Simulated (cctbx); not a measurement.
**Cd2Bi: precision against data quality**

Space group Fd-3m (no. 227, origin choice 1), a = 8.5880 Å, b = 8.5880 Å, c = 8.5880 Å, α = 90.00°, β = 90.00°, γ = 90.00°.

```csv
atom,mult.,x,y,z,Ueq (Å²)
Bi1,8,1/4,3/4,1/4,0.0028
Cd1,16,3/8,1/8,3/8,0.0049
```

The model was made for the exercise: a known structure type with other elements put in, its volume estimated, not relaxed; displacement parameters are assumed.

Five simulated data sets (cctbx; Mo Kα, λ = 0.71073 Å; 2 % proportional error) differ in resolution or exposure (noise floor 15 counts in the first three, 8 in the last two). Each is refined with the right model, isotropic at 1.1 Å and anisotropic otherwise. How do the figures of merit and the uncertainties move?

```
d min (Å)  top counts  ⟨I/σ⟩ (unmerged, absences included)  unique  param. (scale apart)   Rint      R1  GooF  largest s.u. xyz (fractional)  s.u. U of Cd1 (Å²)  largest error (Å)
      1.1       40000                                  7.8      21                     2  0.017  0.0047  1.13                        0.00000              0.0003             0.0000
     0.84       40000                                  6.9      41                     3  0.018  0.0021  0.70                        0.00000              0.0001             0.0000
      0.6       40000                                  6.4      98                     3  0.020  0.0040  0.96                        0.00000              0.0000             0.0000
     0.75         300                                  0.7      54                     3  0.200  0.0263  0.72                        0.00000              0.0006             0.0000
     0.75        3000                                  2.8      54                     3  0.043  0.0069  0.71                        0.00000              0.0001             0.0000
```

The number of reflections grows roughly as 1/d³: 21, 41 and 98 here. R1 follows the noise rather than the truth: at 300 counts it is 0.0263, at 3000 counts 0.0069, while GooF is 0.72 and 0.71: the weights 1/σ² carry the noise. The s.u. of U (U11 where anisotropic) for Cd1 goes 0.0003, 0.0001, 0.0000 Å² with resolution and 0.0006, 0.0001 Å² with exposure.

Hardware for the 0.6 Å refinement: 0.54 s on 1 thread of Arm Neoverse N1, with other jobs on the host, peak memory 0.09 GiB.

[Logs are printed without paths, hosts, clocks, repeated set-up lines and the standing remarks that a program may print on its own settings, such as how far it seeks lower states.]
